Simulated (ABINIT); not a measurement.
Computed results, one entry a study.

```
AgCl (Fm-3m): one start, several treatments of the self-energy
1.0
     0.00000    2.79850    2.79850
     2.79850    0.00000    2.79850
     2.79850    2.79850    0.00000
Ag Cl
1 1
Direct
  0.00000 0.00000 0.00000
  0.50000 0.50000 0.50000
# method: RPA screening on PBE, plane waves, norm-conserving pseudopotentials (and 3 further levels or steps)
# program: ABINIT 10.8.3
# settings: cutoff 37 Ha, PseudoDojo scalar-relativistic 0.4.1 standard, norm-conserving, potential set dojo-sr-pbe-0.4.1-standard, ngkpt (6, 6, 6), nband 173, ecuteps 7.8 Ha, inclvkb 2, shiftk (0, 0, 0), symchi 1, awtr 1, frequency ppm, 6×6×6 k-mesh
# cost: 6 runs, 6.4 min in all on 8 MPI ranks of Arm Neoverse V1, shared host
# notes:  Limits: d shell near the gap, gap tends to lie low; no spin-orbit coupling. The 6×6×6 mesh is coarse for this cell, which bears on the long-range parts of exchange and screening.
# G0W0, Godby-Needs plasmon pole: 2.213 eV
# G0W0, Engel-Farid plasmon pole: 2.163 eV
# G0W0, Hybertsen-Louie plasmon pole: 2.190 eV
# one-shot Hartree-Fock: 9.996 eV
# known limits: short of the basis limit; d shell near the gap, gap tends to lie low; no spin-orbit coupling; coarse k mesh
```

[Long decimals in the printed logs are rounded to 6 places.]

[Logs are printed without paths, hosts, clocks, repeated set-up lines and the standing remarks that a program may print on its own settings, such as how far it seeks lower states.]

[Paths, hosts, dates, memory and timing lines, banners, echoed tables and standing remarks are left out of the program output; an Ansatz launch command may be rebuilt from the run's recorded settings. Measured values are a selection of at most five: reports struck by readers or far from the other reports are left out. None is set beside runs whose start may be inverted or whose files or cutoffs have a known fault.]

[Runs of the session that timed out or met a known fault of the program may be left out.]

[Hosts, paths, dates, database ids (printed as entryN), source tags and the programs' standing remarks are cut or masked in the printed files.]

[G0W0 gaps are taken among the corrected bands and points alone; a level outside them can change the order at an edge.]

[Where Ansatz stands beside ABINIT at settings called matched, ABINIT's density can come from a denser mesh and the files from another edition; pairs whose starting gaps differed by over 0.03 eV were left out, so agreement reads better than it is.]
